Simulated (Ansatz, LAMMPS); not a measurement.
# Which site? F in place of O in In2O3 with crystalline order left by the classical run (100 atoms), part 2 of 2

Aim: make F in place of O at several sites of In2O3 with crystalline order left by the classical run (100 atoms), relax each, and compare their energies.

Ansatz 0.2.0; Kohn-Sham DFT, revPBE, PAW (set soft_1), plane waves.

The cell: 40 In and 60 O. The quench rate of 20 K/ps far exceeds what a furnace or splat quench reaches. The network of bonds at the start is that of the classical potential that made the cell. The Brillouin zone is sampled at Γ only, in a cell whose shortest periodic width is 11 Å.

So far. Step 2 (Single point at the start): The r.m.s. force at the start is 0.23 eV/Å. Step 3 (Relaxation): The relaxation converged after 10 steps, 1.00 eV below its start, with a largest force component of 0.022 eV/Å.

## 5. F on a site of O, site O87

The site has 3 bonded neighbours (In3) at 2.14 Å on average, by cutoffs that count no bonds between two metal atoms or like ions. The change is made in the relaxed cell and the atoms are relaxed again.

input.yaml reads:

```yaml
crystal:
  lattice:
    - [11.17777, 0.0, 0.0]
    - [0.0, 11.17777, 0.0]
    - [0.0, 0.0, 11.17777]
  atoms:
    [... atom lines 1 to 83 left out ...]
    - { symbol: O, position: [0.58172, 0.26013, 0.7432] }
    - { symbol: O, position: [0.70774, 0.52337, 0.4005] }
    - { symbol: O, position: [0.40002, 0.51029, 0.79453] }
    - { symbol: F, position: [0.0692, 0.95531, 0.27642] }
    - { symbol: O, position: [0.0139, 0.21448, 0.96008] }
    - { symbol: O, position: [0.15502, 0.46974, 0.87998] }
    - { symbol: O, position: [0.38911, 0.23365, 0.57859] }
    [... atom lines 91 to 100 left out ...]
kpoints:
  mp_grid: { grid: [1, 1, 1] }
hamiltonian:
  xc: revpbe
  pseudopotentials: { kind: paw, azcp: { folder: soft_1 } }
scf:
  occupations: { method: gaussian, width: 0.025 }
output:
  forces: true
  eigenvalues: true
relax:
  f_tol: 0.05
  max_steps: 90
```

Run with:

```
> ansatz run input.yaml --threads 4 --pin off --max-ram 8192MiB --backend cpu --events-out ev --progress --plain --runs-dir out
```

Numbers of over 12 decimals in the logs are rounded to 6 here.

Log:

```text
[...]
Crystal: 100 atoms, lattice volume = 1396.579 Å³
Basis set: ecut = 420 eV, 27201 PW (Γ), exchange–correlation on 150×150×150 points (8 copies of the dense FFT grid, shifted against one another)
Bands: 541, of which v1, the nominal top of the filled ones, is band 441 counted from 1 (440 counted from 0)
Symmetry: 1 space group operations
[...]
k-points: 1
[...]
SCF iter   1: F=—  HF=-258537.631330 eV  |F-HF|=—  |Δ(HF+E_count)|=         —  Δρ=9.60e-2  dr2=1.57e2  ethr=3.10e-3  ⟨swp⟩=6.0  Hψ=2002  notcnv=0  defer=2
[...]
SCF iter  14: F=—  HF=-258515.656613 eV  |F-HF|=—  |Δ(HF+E_count)|=   1.89e-5  Δρ=7.69e-5  dr2=1.46e-4  ethr=4.42e-8  ⟨swp⟩=2.0  Hψ=888  notcnv=0  defer=94
SCF iter  15: F=-258515.656548 eV  HF=-258515.656597 eV  |F-HF|=4.92e-5  |Δ(HF+E_count)|=   1.64e-5  Δρ=4.04e-5  dr2=5.74e-5  ethr=7.09e-9  ⟨swp⟩=12.0  Hψ=2709  notcnv=0
SCF 1 converged in 15 iterations: F = -258515.656548 eV  dr2 = 5.74e-5
[...]
relax step   1: F+E_penalty+E_count = -258515.65654783 eV  Δ(F+E_penalty+E_count) = +0.000e0 eV  max|allowed force component| = 1.999e0 eV/Å  Δτ_max = 0.0000 Å  (15 SCF iters, dr2 threshold 6.25e-5 eV, accepted)
[...]
relax step   2: F+E_penalty+E_count = -258516.31450320 eV  Δ(F+E_penalty+E_count) = -6.580e-1 eV  max|allowed force component| = 6.723e-1 eV/Å  Δτ_max = 0.1943 Å  (9 SCF iters, dr2 threshold 1.00e-4 eV, accepted)
[...]
relax step   3: F+E_penalty+E_count = -258516.45562663 eV  Δ(F+E_penalty+E_count) = -1.411e-1 eV  max|allowed force component| = 2.277e-1 eV/Å  Δτ_max = 0.1120 Å  (9 SCF iters, dr2 threshold 2.83e-5 eV, accepted)
relax step   4: F+E_penalty+E_count = -258516.53975109 eV  Δ(F+E_penalty+E_count) = -8.412e-2 eV  max|allowed force component| = 2.103e-1 eV/Å  Δτ_max = 0.2000 Å  (12 SCF iters, dr2 threshold 5.87e-6 eV, accepted)
relax step   5: F+E_penalty+E_count = -258516.57171760 eV  Δ(F+E_penalty+E_count) = -3.197e-2 eV  max|allowed force component| = 1.365e-1 eV/Å  Δτ_max = 0.0231 Å  (8 SCF iters, dr2 threshold 5.07e-6 eV, accepted)
relax step   6: F+E_penalty+E_count = -258516.64225480 eV  Δ(F+E_penalty+E_count) = -7.054e-2 eV  max|allowed force component| = 1.440e-1 eV/Å  Δτ_max = 0.2000 Å  (11 SCF iters, dr2 threshold 7.85e-6 eV, accepted)
relax step   7: F+E_penalty+E_count = -258516.67460093 eV  Δ(F+E_penalty+E_count) = -3.235e-2 eV  max|allowed force component| = 2.362e-1 eV/Å  Δτ_max = 0.1940 Å  (10 SCF iters, dr2 threshold 8.73e-6 eV, accepted)
relax step   8: F+E_penalty+E_count = -258516.72209738 eV  Δ(F+E_penalty+E_count) = -4.750e-2 eV  max|allowed force component| = 6.504e-2 eV/Å  Δτ_max = 0.1043 Å  (8 SCF iters, dr2 threshold 5.58e-5 eV, accepted)
relax step   9: F+E_penalty+E_count = -258516.72320009 eV  Δ(F+E_penalty+E_count) = -1.103e-3 eV  max|allowed force component| = 8.362e-2 eV/Å  Δτ_max = 0.0648 Å  (12 SCF iters, accepted)
relax step  10: F+E_penalty+E_count = -258516.72443951 eV  Δ(F+E_penalty+E_count) = -1.239e-3 eV  max|allowed force component| = 5.836e-2 eV/Å  Δτ_max = 0.0299 Å  (12 SCF iters, accepted)
[...]
relax step  11: F+E_penalty+E_count = -258516.72705345 eV  Δ(F+E_penalty+E_count) = -2.614e-3 eV  max|allowed force component| = 1.093e-2 eV/Å  Δτ_max = 0.0224 Å  (11 SCF iters, accepted)
SCF converged after 11 iterations
Free energy (F): -258516.727053 eV
[...]
Internal energy: -258516.712949 eV  (E = F + TS)
E sigma→0 (E₀):  -258516.720001 eV
Entropy (-TS):   -0.014105 eV (-0.141 meV/atom)
Fermi energy:    8.481127 eV
[...]
Σ components = -258516.727053   (vs F -258516.727053, Δ=0.00e0)
--- Forces (eV/Å), atoms counted from 1 ---
  atom   1  In    -0.00192296    -0.00109030     0.00088531
  atom   2  In    -0.00414675     0.00297539    -0.00233236
  atom   3  In     0.00000838    -0.00047488     0.00306528
  atom   4  In    -0.00037205    -0.00345168    -0.00008201
[...]
atom 100  O     -0.00067642    -0.00154016    -0.00034774
  max |Σ_I F_I| component: 3.61e-5 eV/Å
--- Band table (eV) ---
[...]
--- Relaxed structure (11 steps of the walk, 11 accepted, 0 SCFs on fresh bases) ---
  F+E_penalty+E_count = -258516.72705345 eV   max|allowed force component| = 1.093e-2 eV/Å
  atoms:
    - { symbol: In, position: [0.598365, 0.148349, 0.572306] }
    - { symbol: In, position: [0.808879, 0.358186, 0.388642] }
    - { symbol: In, position: [0.239306, 0.895037, 0.163138] }
    - { symbol: In, position: [0.127795, 0.859283, 0.579575] }
[...]
- { symbol: O, position: [0.646713, 0.501547, 0.924985] }
```

Elapsed: 2.4 min, on 4 threads of Intel Xeon 6975P-C (Granite Rapids), shared host; peak memory 2.3 GiB; 9.2 min of CPU time.

The relaxation converged after 11 steps, 1.07 eV below its start, with a largest force component of 0.011 eV/Å.

Local excerpt of 12 atoms (numbers count through the whole input) about the F atom, after relaxation; x, y, z are measured from there.

| atom | x | y | z | distance (Å) | bonds |
| --- | --- | --- | --- | --- | --- |
| F87 | 0.00 | 0.00 | 0.00 | 0.00 | 2 |
| In10 | -1.13 | 1.67 | 0.78 | 2.16 | 6 |
| In3 | 1.56 | -0.82 | -1.40 | 2.25 | 6 |
| O68 | -0.26 | -0.30 | -2.68 | 2.70 | 4 |
| O48 | 2.69 | 0.62 | -0.19 | 2.76 | 4 |
| O73 | -2.81 | 0.40 | 0.12 | 2.85 | 4 |
| O45 | -1.29 | 0.06 | 2.54 | 2.85 | 4 |
| In35 | -2.04 | -1.19 | -1.63 | 2.87 | 6 |
| O71 | 0.82 | -2.83 | -1.19 | 3.18 | 4 |
| O72 | 0.61 | 3.08 | 1.08 | 3.32 | 4 |
| O92 | 1.70 | 0.38 | 2.87 | 3.35 | 4 |
| O93 | -2.19 | -2.55 | 0.03 | 3.36 | 4 |

The column of bonds counts only the pairs O-In within 2.77 Å, In-F within 2.62 Å; other neighbours, such as metal atoms beside each other in a compound, aren't counted, and periodic images can show an atom twice.

The largest move is 0.65 Å, by O80.

## 6. F on a site of O, site O42

The site has 4 bonded neighbours (In4) at 2.31 Å on average. 

Input and log are left out; they have the form of those shown for this kind of step.

The job ended after 72 s (4 threads of Intel Xeon 6975P-C (Granite Rapids), shared host; peak memory 2.3 GiB).

The relaxation converged after 5 steps, 0.841 eV below its start, with a largest force component of 0.048 eV/Å.

## 7. F on a site of O, site O58

The site has 4 bonded neighbours (In4) at 2.24 Å on average. 

Input and log are left out; they have the form of those shown for this kind of step.

The job ended after 94 s (4 threads of Intel Xeon 6975P-C (Granite Rapids), shared host; peak memory 2.3 GiB).

The relaxation converged after 7 steps, 0.827 eV below its start, with a largest force component of 0.022 eV/Å.

A closer look about the F atom, after relaxation: 10 atoms, nearest first, numbered in the order of the input, with positions taken from that point.

```
atom      x      y      z  distance (Å)  bonds
 F58   0.00   0.00   0.00          0.00      3
 In1   0.90   1.49   1.44          2.26      5
In26  -0.17  -1.45  -1.82          2.33      6
In40  -1.06  -1.58   1.38          2.35      6
In33  -2.26   1.47  -0.50          2.74      5
 O48  -1.92   0.08  -2.08          2.83      4
 O42   2.43   0.02   1.56          2.89      4
 O90  -1.32   2.30   1.27          2.95      4
 O81  -1.37  -2.66  -0.45          3.02      3
 O92  -2.89  -0.21   0.85          3.02      4
```

The column of bonds counts only the pairs O-In within 2.77 Å, In-F within 2.58 Å; other neighbours, such as metal atoms beside each other in a compound, aren't counted, and periodic images can show an atom twice.

The largest move is 0.22 Å, by F58.

## 8. F on a site of O, site O46

The site has 4 bonded neighbours (In4) at 2.23 Å on average. 

Input and log are left out; they have the form of those shown for this kind of step.

The job ended after 98 s (4 threads of Intel Xeon 6975P-C (Granite Rapids), shared host; peak memory 2.3 GiB).

The relaxation converged after 7 steps, 0.911 eV below its start, with a largest force component of 0.013 eV/Å.

## 9. F on a site of O, site O52

The site has 4 bonded neighbours (In4) at 2.26 Å on average. 

Input and log are left out; they have the form of those shown for this kind of step.

Run time: 2.5 min. Hardware: 4 threads of Intel Xeon 6975P-C (Granite Rapids), shared host; peak memory 2.3 GiB; 9.6 min of CPU time.

The relaxation converged after 11 steps, 1.13 eV below its start, with a largest force component of 0.026 eV/Å.

## 10. The sites compared

All these cells hold the same atoms, so their energies can be compared with no chemical potential.

```csv
site,neighbours,mean distance (Å),atoms within 6 Å,energy over the best site (eV),before relaxation (eV),gain on relaxing (eV)
O87,In3,2.14,67,0.00,0.00,1.07
O52,In4,2.26,67,0.29,0.34,1.13
O46,In4,2.23,66,0.32,0.16,0.91
O58,In4,2.24,67,0.76,0.52,0.83
O42,In4,2.31,68,0.79,0.56,0.84
```

Neighbours are those of the relaxed host within 2.77 Å (O-In); other pairs aren't counted.

## 11. Outcome

The cheapest site is O87 (3 neighbours, In3); the dearest, O42 (4 neighbours, In4), costs 0.79 eV more. By coordination the energies over the best site are 0.00 eV with 3 neighbours and 0.29 to 0.79 eV with 4 neighbours. Relaxation gains 0.83 to 1.1 eV and leaves the best site the same.

Caveats: Defects are neutral and interact with their images. In a disordered cell the relaxation can also rearrange atoms far from the site. Only 5 of the 60 O sites were tried; unless symmetry makes the others alike to these, a cheaper one may exist. The change leaves an odd electron count, and these runs have no spin polarisation. The stress is far from hydrostatic: its diagonal is -0.3, -6.9, 4.8 GPa, compression counted positive.

The DFT runs together took 11 min of wall time.

[Logs are printed without paths, hosts, clocks, repeated set-up lines and the standing remarks that a program may print on its own settings, such as how far it seeks lower states.]

[Hosts, paths, dates, database ids (printed as entryN), source tags and the programs' standing remarks are cut or masked in the printed files.]
